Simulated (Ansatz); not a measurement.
## Y (P6_3/mmc): Drude plasma energy along x against volume

The cell of Y (P6_3/mmc) is scaled evenly and the response computed anew at each volume, on one mesh. x, y and z are the Cartesian axes of the input cell.

Symmetry: P6_3/mmc, No. 194, hexagonal system. The conventional cell has a = 3.647 Å, b = 3.647 Å, c = 5.731 Å, α = 90.00°, β = 90.00°, γ = 120.00°. Y on site c is surrounded by 12 Y at 3.56 to 3.65 Å.

Method: Ansatz 0.2.0, r2SCAN, independent particles, k-mesh 15×15×7 with interpolation inside its cells, Gaussian parameter 0.1 eV.

Launch of the response step: `ansatz run input.yaml --threads 4 --pin off --max-ram 8192MiB --backend cpu --events-out ev --progress --plain --runs-dir out`. The series took 13.2 min in all, on 4 threads of Intel(R) Xeon(R) Processor @ 2.50GHz (Skylake/Cascade Lake) (shared host).

| V/V₀ | V (Å³, primitive cell) | Drude plasma energy along x (eV) |
| --- | --- | --- |
| 0.94 | 62.06 | 3.444 |
| 0.96 | 63.38 | 3.359 |
| 0.98 | 64.70 | 3.279 |
| 1.00 | 66.02 | 3.204 |
| 1.02 | 67.34 | ? |
| 1.04 | 68.66 | 3.065 |
| 1.06 | 69.98 | 3.001 |

For small changes the quantity should be close to linear in ln V.

Working, on the rows shown:

| x = ln(V/V₀) | y = Drude plasma energy along x |
| --- | --- |
| -0.0618754 | 3.444 |
| -0.040822 | 3.359 |
| -0.0202027 | 3.279 |
| 0 | 3.204 |
| 0.0392207 | 3.065 |
| 0.0582689 | 3.001 |

Means: x̄ = -0.0042351, ȳ = 3.2253. Σ(x − x̄)(y − ȳ) = -0.03943, Σ(x − x̄)² = 0.01073. Slope = -0.03943 / 0.01073 = -3.675; intercept = ȳ − slope · x̄ = 3.2098. The line misses the rows shown by at most 0.0068 eV.

Task: Predict the last column of the withheld row from the fit.

Result: At x = 0.019803 the line gives y = 3.137 eV. The run gave 3.132 eV, so the interpolation is off by 0.005 eV, 1.1 % of the range in the table.

Between the rows on either side of x = 0 the slope is (3.132 − 3.279) / (0.019803 − (-0.020203)) = -3.675. So d ln ωp/d ln V = -1.15; free electrons would give −0.50. The values come from a sum over the points of one k-mesh and carry its error, which is largest for Fermi-surface quantities. Spin-orbit coupling is left out.
